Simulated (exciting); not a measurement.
# Electron–core-hole interaction in the F K spectrum of KZnF3, part 2 of 3

How far do the exchange and direct terms reshape the F K edge of KZnF3?

exciting sodium; X-ray absorption, core-level Bethe-Salpeter equation, exchange and statically screened direct term, Tamm-Dancoff, all-electron LAPW+lo PBE.

So far. Step 3 (A richer basis for the empty states): Against the first ground state the total energy moves by -11 meV an atom and the gap by -0.03 eV.

**4. Screening, kernels and BSE for F atom 3**

The absorber has 2 Zn at 2.02 Å (linear, site symmetry 4/mmm).

input.xml reads:

```
<input>
  <title>KZnF3</title>
  <structure speciespath="." autormt="false" epslat="1.0e-5">
    <crystal>
      <basevect>7.6533908033 0.0000000000 0.0000000000</basevect>
      <basevect>0.0000000000 7.6533908033 0.0000000000</basevect>
      <basevect>0.0000000000 0.0000000000 7.6533908033</basevect>
    </crystal>
    <species speciesfile="Zn.xml" rmt="2.152">
      <atom coord="0.5000000000 0.5000000000 0.5000000000"/>
    </species>
    <species speciesfile="K.xml" rmt="2.367">
      <atom coord="0.0000000000 0.0000000000 0.0000000000"/>
    </species>
    <species speciesfile="F.xml" rmt="1.560">
      <atom coord="0.5000000000 0.0000000000 0.5000000000"/>
      <atom coord="0.0000000000 0.5000000000 0.5000000000"/>
      <atom coord="0.5000000000 0.5000000000 0.0000000000"/>
    </species>
  </structure>
  <groundstate do="skip" xctype="GGA_PBE" ngridk="4 4 4" rgkmax="7" gmaxvr="14" nempty="8" swidth="0.001" maxscl="100" epsengy="1e-5"/>
  <xs xstype="BSE" ngridk="4 4 4" ngridq="4 4 4" vkloff="0.097 0.273 0.493" rgkmax="7" nempty="33" gqmax="3" lmaxapwwf="5" lmaxemat="2" broad="0.01654" tevout="true">
    <energywindow intv="23.686 25.303" points="439"/>
    <screening screentype="full" nempty="54"/>
    <BSE xas="true" xasspecies="3" xasatom="1" xasedge="K" bsetype="singlet" nstlxas="1 29"/>
    <qpointset>
      <qpoint>0 0 0</qpoint>
    </qpointset>
    <plan>
      <doonly task="xsgeneigvec"/>
      <doonly task="writepmatxs"/>
      <doonly task="scrgeneigvec"/>
      <doonly task="scrwritepmat"/>
      <doonly task="screen"/>
      <doonly task="scrcoulint"/>
      <doonly task="exccoulint"/>
    </plan>
  </xs>
</input>
```

input.xml for the last start (plan only) reads:

```
  <plan>
    <doonly task="bse"/>
  </plan>
```

Command:

```console
$ OMP_NUM_THREADS=1 mpirun -n 2 exciting
$ OMP_NUM_THREADS=2 exciting
```

Numbers of over 12 decimals in the logs are rounded to 6 here.

Output:

```text
| EXCITING SODIUM started for task xsgeneigvec ( 301)                          =
One-shot GS runs for BSE calculations
One-shot GS runs for k+qmt/2 grids
Info(xsgeneigvec): Generating eigenvectors for Q-point      1
Info(xsgeneigvec): Generation of eigenvectors finished
| EXCITING SODIUM started for task writepmatxs ( 320)                          =
Info(writepmatxs): Momentum matrix elements finished
| EXCITING SODIUM started for task scrgeneigvec ( 401)                         =
One-shot GS runs for BSE calculations
One-shot GS runs for k+qmt/2 grids
Info(xsgeneigvec): Generating eigenvectors for Q-point      1
Using screening GS parameters.
Info(xsgeneigvec): Generation of eigenvectors finished
| EXCITING SODIUM started for task scrwritepmat ( 420)                         =
Info(writepmatxs): Momentum matrix elements finished
Info(scrwritepmat): Momentum matrix elements for screening finished
| EXCITING SODIUM started for task screen ( 430)                               =
Info(screenlauncher): Calculating screening for unshifted q-grid.
Info(screenlauncher): Number of q points:      10
Info(screenlauncher): lowest (partially)  unoccupied state:     25
Info(screenlauncher): highest (partially) occupied state  :     24
Info(screenlauncher): number of occupied states considered:   24
Info(screenlauncher): number of unoccupied states considered:   55
Info(screenlauncher): Starting loop over q-points
Info(screenlauncher): Screening for unshifted q-grid finished
Info(screenlauncher): Screening finished
| EXCITING SODIUM started for task scrcoulint ( 440)                           =
Info(scrcoulintlauncher): Setting up screened Coulomb interaction matrix W.
Info(scrcoulintlauncher): Using momentum transfer vectors from list :   1 to  1
Info(scrcoulintlauncher): Calculating screened Coulomb interaction matrix W
Info(scrcoulintlauncher): Momentum transfer list index: iqmt=  1
Info(scrcoulintlauncher): Momentum transfer: vqmtl=   0.000   0.000   0.000
Info(scrcoulintlauncher): Calculating RR block of W
Info(scrcoulint): Inspecting occupations...
Info(setranges_modxs): Number of non-reduced k-points:       64
Info(setranges_modxs): Number of states considered:       58
Info(setranges_modxs): Number of (partially) occupied states:        2
Info(setranges_modxs): Highest (partially) occupied states:       24
Info(setranges_modxs): Number of (partially) unoccupied states:       34
Info(setranges_modxs): Lowest (partially) unoccupied states:       25
Info(scrcoulint): Selecting transitions...
Info(select_transitions): Inspecting transitions in the  band interval:
  lowest occupied state:   1
  highest occupied state:   2
  lowest unoccupied state:  25
  highest unoccupied state:  53
  Opening gap with a scissor of:      0.000/H      0.000/eV
Info(select_transitions): Number of participating transitions:    3712
Info(scrcoulint): Size of file SCCLI will be about     0.104265 GB
Info(scrcoulint): Using q-grid
Info(scrcoulint): Number of reduced q-points:     10
Info(scrcoulint): Number of non-reduced q-points:     64
Info(scrcoulint): Calculating W(G1,G2,qr) fourier coefficients
Info(scrcoulint): Calculating W matrix elements
Info(scrcoulintlauncher): Screened coulomb interaction finished for iqmt=   1
| EXCITING SODIUM started for task exccoulint ( 441)                           =
Info(exccoulintlauncher): Setting up exchange interaction matrix V.
Info(exccoulintlauncher): Using momentum transfer vectors from list :   1 to  1
Info(exccoulintlauncher):Calculating exchange interaction matrix V
Info(exccoulintlauncher): Momentum transfer list index: iqmt=  1
Info(exccoulintlauncher): Momentum transfer: vqmtl=   0.000   0.000   0.000
Info(exccoulintlauncher): Calculating RR block of V
Info(exccoulint): Inspecting occupations...
Info(setranges_modxs): Number of non-reduced k-points:       64
Info(setranges_modxs): Number of states considered:       58
Info(setranges_modxs): Number of (partially) occupied states:        2
Info(setranges_modxs): Highest (partially) occupied states:       24
Info(setranges_modxs): Number of (partially) unoccupied states:       34
Info(setranges_modxs): Lowest (partially) unoccupied states:       25
Info(exccoulint): Selecting transitions...
Info(select_transitions): Inspecting transitions in the  band interval:
  lowest occupied state:   1
  highest occupied state:   2
  lowest unoccupied state:  25
  highest unoccupied state:  53
  Opening gap with a scissor of:      0.000/H      0.000/eV
Info(select_transitions): Number of participating transitions:    3712
Info(exccoulint): Size of file EXCLI will be about     0.104265 GB
Info(exccoulint): Generating plane wave matrix elements for momentum transfer iqmt=   1
  Timing (in seconds)	   :     650.337
Info(exccoulint): Generating V matrix elements
Info(exccoulint): Zeroing Coulomb potential at G+qmt index:  1
Info(exccoulintlauncher): Exchange interaction finished for iqmt=   1
| EXCITING SODIUM started for task bse ( 445)                                  =
Info(bselauncher): Init time:    0.901363
Info(bselauncher): Setting up and diagonalizing BSE Hamiltonian.
Info(bselauncher): Using momentum transfer vectors from list :   1 to  1
Info(bselauncher): Distributing qmt-points over   1 processes.
Info(bselauncher): BSE type: singlet
Info(bselauncher): Momentum transfer list index: iqmt=  1
Info(bselauncher): Momentum transfer: vqmtl=   0.000   0.000   0.000
Info(bse): Inspecting occupations...
Info(setranges_modxs): Number of non-reduced k-points:       64
Info(setranges_modxs): Number of states considered:       58
Info(setranges_modxs): Number of (partially) occupied states:        2
Info(setranges_modxs): Highest (partially) occupied states:       24
Info(setranges_modxs): Number of (partially) unoccupied states:       34
Info(setranges_modxs): Lowest (partially) unoccupied states:       25
Info(select_transitions): Inspecting transitions in the  band interval:
  lowest occupied state:   1
  highest occupied state:   2
  lowest unoccupied state:  25
  highest unoccupied state:  53
  Opening gap with a scissor of:      0.000/H      0.000/eV
Info(select_transitions): Number of participating transitions:    3712
Info(bse): Selecting transitions...
Info(bse):bsegap (eV):   656.936557
Info(bse): Assembling BSE matrix
  RR/RA blocks of global BSE-Hamiltonian:
  Size of the Hamiltonian:    3712
  Number of k-points:      64
  Distributing matrix to   1 processes
  Local matrix shape   3712 x  3712
Info(bse): max local RAM needed for BSE matrices ~     0.205322 GB
Info(setup_bse_block): Setting up RR part of hamiltonian
Info(setup_bse_block): Singlet spin state
Info(bse): Diagonalizing RR Hamiltonian (TDA)
Info(bse): Invoking Lapack routine ZHEEVR
      3712 eigen solutions found in the interval:
         i1=       1 i2=    3712
Info(bse): Writing excition energies and oscillator strengths to text file.
Info(makespectrum_dist): Making spectrum using formula for coupling with time reversed AR basis.
Info(makespectrum_dist): Using formalism for vanishing momentum transfer.
Info(writederived): Writing quantities derived from the macroscopic dielectric function.
Info(bselauncher): Spectrum finished for iqmt=  1
Info(bselauncher): All done for BSE type singlet
```

Run time: 28 min. Hardware: 2 MPI ranks of Arm Neoverse V2, shared host.

Wall time by task: xsgeneigvec 28 s, writepmatxs 10 s, scrgeneigvec 27 s, scrwritepmat 6.3 s, screen 4.5 min, scrcoulint 10 min, exccoulint 11 min, bse 50 s.

The F K spectrum of F atom 3 (energy from the Kohn–Sham onset, core level to the lowest empty state found on the meshes used, 656.54 eV; the ground-state mesh sets it, and the shifted mesh has its lowest transition 0.40 eV above it; Im ε scaled to the maximum of the singlet run; cut below the end of the band set):

| E (eV) | Im ε |
| --- | --- |
| -4.0 | 0.02 |
| -3.5 | 0.03 |
| -3.0 | 0.03 |
| -2.5 | 0.05 |
| -2.0 | 0.07 |
| -1.5 | 0.12 |
| -1.0 | 0.29 |
| -0.5 | 0.58 |
| 0.0 | 0.49 |
| 0.5 | 0.38 |
| 1.0 | 0.34 |
| 1.5 | 0.36 |
| 2.0 | 0.45 |
| 2.5 | 0.76 |
| 3.0 | 0.92 |
| 3.5 | 0.53 |
| 4.0 | 0.48 |
| 4.5 | 0.43 |
| 5.0 | 0.42 |
| 5.5 | 0.31 |
| 6.0 | 0.22 |
| 6.5 | 0.20 |
| 7.0 | 0.22 |
| 7.5 | 0.28 |
| 8.0 | 0.27 |
| 8.5 | 0.21 |
| 9.0 | 0.18 |
| 9.5 | 0.17 |
| 10.0 | 0.13 |
| 10.5 | 0.11 |
| 11.0 | 0.10 |
| 11.5 | 0.08 |
| 12.0 | 0.07 |
| 12.5 | 0.07 |
| 13.0 | 0.07 |
| 13.5 | 0.09 |
| 14.0 | 0.14 |
| 14.5 | 0.19 |
| 15.0 | 0.15 |
| 15.5 | 0.15 |
| 16.0 | 0.22 |
| 16.5 | 0.22 |
| 17.0 | 0.18 |
| 17.5 | 0.14 |
| 18.0 | 0.12 |
| 18.5 | 0.10 |
| 19.0 | 0.08 |
| 19.5 | 0.08 |
| 20.0 | 0.09 |
| 20.5 | 0.08 |
| 21.0 | 0.10 |
| 21.5 | 0.10 |
| 22.0 | 0.11 |
| 22.5 | 0.11 |

Maxima (height): -0.5 eV (0.58), 2.8 eV (1.00), 7.7 eV (0.29), 14.4 eV (0.19) and 16.4 eV (0.23).

The Hamiltonian has 3712 rows. The lowest groups of eigenvalues and the brightest ones, on the scale above (the program counts from the shifted mesh's onset, 0.40 eV higher). Core spinors bring spin-forbidden partners, so dark means forbidden by spin or by symmetry, and the shifted mesh splits states that symmetry would keep together:

| energy (eV) | states within 10 meV | relative strength |
| --- | --- | --- |
| -1.342 | 2 | 4.4e-4 |
| -0.577 | 1 | dark |
| -0.552 | 1 | 1.00 |
| -0.469 | 2 | 0.019 |
| -0.137 | 2 | 0.28 |
| 0.039 | 2 | 0.011 |
| 0.205 | 2 | 0.32 |
| 2.773 | 1 | 0.65 |
| 2.810 | 3 | 0.31 |
| 2.821 | 1 | 0.40 |
| 2.943 | 4 | 0.33 |

**5. Independent particles**

input.xml, as its differences from that of step 4:

```diff
@@ -24,3 +24,3 @@
     <screening screentype="full" nempty="54"/>
-    <BSE xas="true" xasspecies="3" xasatom="1" xasedge="K" bsetype="singlet" nstlxas="1 29"/>
+    <BSE xas="true" xasspecies="3" xasatom="1" xasedge="K" bsetype="IP" nstlxas="1 29"/>
     <qpointset>
@@ -29,9 +29,3 @@
     <plan>
-      <doonly task="xsgeneigvec"/>
-      <doonly task="writepmatxs"/>
-      <doonly task="scrgeneigvec"/>
-      <doonly task="scrwritepmat"/>
-      <doonly task="screen"/>
-      <doonly task="scrcoulint"/>
-      <doonly task="exccoulint"/>
+      <doonly task="bse"/>
     </plan>
```

Command:

```console
$ OMP_NUM_THREADS=2 exciting
```

Output:

```text
| EXCITING SODIUM started for task bse ( 445)                                  =
Info(bselauncher): Init time:    0.865431
Info(bselauncher): Setting up and diagonalizing BSE Hamiltonian.
Info(bselauncher): Using momentum transfer vectors from list :   1 to  1
Info(bselauncher): Distributing qmt-points over   1 processes.
Info(bselauncher): BSE type: IP
Info(bselauncher): Momentum transfer list index: iqmt=  1
Info(bselauncher): Momentum transfer: vqmtl=   0.000   0.000   0.000
Info(bse): Inspecting occupations...
Info(setranges_modxs): Number of non-reduced k-points:       64
[...]
highest unoccupied state:  53
  Opening gap with a scissor of:      0.000/H      0.000/eV
Info(select_transitions): Number of participating transitions:    3712
Info(bse): Selecting transitions...
Info(bse):bsegap (eV):   656.936557
Info(bse): IP requested, nothing much to do
Info(bse): Writing excition energies and oscillator strengths to text file.
Info(makespectrum_dist): Making spectrum using formula for coupling with time reversed AR basis.
Info(makespectrum_dist): Using formalism for vanishing momentum transfer.
Info(writederived): Writing quantities derived from the macroscopic dielectric function.
Info(bselauncher): Spectrum finished for iqmt=  1
Info(bselauncher): All done for BSE type IP
```

Elapsed: 1.5 s, on 2 threads.

Maxima (height): 3.7 eV (0.22), 7.2 eV (0.61), 10.7 eV (0.48), 18.4 eV (0.27) and 19.3 eV (0.27); 1 lower ones aren't listed. The spectrum differs from the singlet run by 85 % r.m.s. Moving the earlier curve by +4.3 eV leaves 41 %. The highest maximum lies at 7.2 eV (0.61), against 2.8 eV (1.00).

**6. Exchange alone**

input.xml, as its differences from that of step 5:

```diff
@@ -24,3 +24,3 @@
     <screening screentype="full" nempty="54"/>
-    <BSE xas="true" xasspecies="3" xasatom="1" xasedge="K" bsetype="IP" nstlxas="1 29"/>
+    <BSE xas="true" xasspecies="3" xasatom="1" xasedge="K" bsetype="RPA" nstlxas="1 29"/>
     <qpointset>
```

Command:

```console
$ OMP_NUM_THREADS=2 exciting
```

Output:

```text
| EXCITING SODIUM started for task bse ( 445)                                  =
Info(bselauncher): Init time:    0.866148
Info(bselauncher): Setting up and diagonalizing BSE Hamiltonian.
Info(bselauncher): Using momentum transfer vectors from list :   1 to  1
Info(bselauncher): Distributing qmt-points over   1 processes.
Info(bselauncher): BSE type: RPA
Info(bselauncher): Momentum transfer list index: iqmt=  1
Info(bselauncher): Momentum transfer: vqmtl=   0.000   0.000   0.000
Info(bse): Inspecting occupations...
Info(setranges_modxs): Number of non-reduced k-points:       64
[...]
Info(setup_bse_block): Setting up RR part of hamiltonian
Info(setup_bse_block): Using RPA approximation
Info(bse): Diagonalizing RR Hamiltonian (TDA)
Info(bse): Invoking Lapack routine ZHEEVR
      3712 eigen solutions found in the interval:
         i1=       1 i2=    3712
Info(bse): Writing excition energies and oscillator strengths to text file.
Info(makespectrum_dist): Making spectrum using formula for coupling with time reversed AR basis.
Info(makespectrum_dist): Using formalism for vanishing momentum transfer.
Info(writederived): Writing quantities derived from the macroscopic dielectric function.
Info(bselauncher): Spectrum finished for iqmt=  1
Info(bselauncher): All done for BSE type RPA
```

Elapsed: 46 s, on 2 threads.

Maxima (height): 3.7 eV (0.22), 7.2 eV (0.60), 10.7 eV (0.49), 18.4 eV (0.27) and 19.4 eV (0.27); 1 lower ones aren't listed. The spectrum differs from the independent-particle run by 2 % r.m.s.

**7. Direct term alone**

input.xml, as its differences from that of step 6:

```diff
@@ -24,3 +24,3 @@
     <screening screentype="full" nempty="54"/>
-    <BSE xas="true" xasspecies="3" xasatom="1" xasedge="K" bsetype="RPA" nstlxas="1 29"/>
+    <BSE xas="true" xasspecies="3" xasatom="1" xasedge="K" bsetype="triplet" nstlxas="1 29"/>
     <qpointset>
```

Command:

```console
$ OMP_NUM_THREADS=2 exciting
```

Output:

```text
| EXCITING SODIUM started for task bse ( 445)                                  =
Info(bselauncher): Init time:    0.861953
Info(bselauncher): Setting up and diagonalizing BSE Hamiltonian.
Info(bselauncher): Using momentum transfer vectors from list :   1 to  1
Info(bselauncher): Distributing qmt-points over   1 processes.
Info(bselauncher): BSE type: triplet
Info(bselauncher): Momentum transfer list index: iqmt=  1
Info(bselauncher): Momentum transfer: vqmtl=   0.000   0.000   0.000
Info(bse): Inspecting occupations...
[...]
Info(setup_bse_block): Setting up RR part of hamiltonian
Info(setup_bse_block): Triplet spin state
Info(bse): Diagonalizing RR Hamiltonian (TDA)
Info(bse): Invoking Lapack routine ZHEEVR
      3712 eigen solutions found in the interval:
         i1=       1 i2=    3712
Info(bse): Writing excition energies and oscillator strengths to text file.
Info(makespectrum_dist): Making spectrum using formula for coupling with time reversed AR basis.
Info(makespectrum_dist): Using formalism for vanishing momentum transfer.
Info(writederived): Writing quantities derived from the macroscopic dielectric function.
Info(bselauncher): Spectrum finished for iqmt=  1
Info(bselauncher): All done for BSE type triplet
```

It took 45 s on 2 threads.

Maxima (height): -0.5 eV (0.60), 2.8 eV (1.01), 7.6 eV (0.29), 14.4 eV (0.19) and 16.4 eV (0.23). Against the singlet run the r.m.s. difference is 3 %.

[end of part 2 of 3]

[Banner, clock and machine lines of the logs are left out without a mark of their own.]

[Logs are printed without paths, hosts, clocks, repeated set-up lines and the standing remarks that a program may print on its own settings, such as how far it seeks lower states.]

[Hosts, paths, dates, database ids (printed as entryN), source tags and the programs' standing remarks are cut or masked in the printed files.]
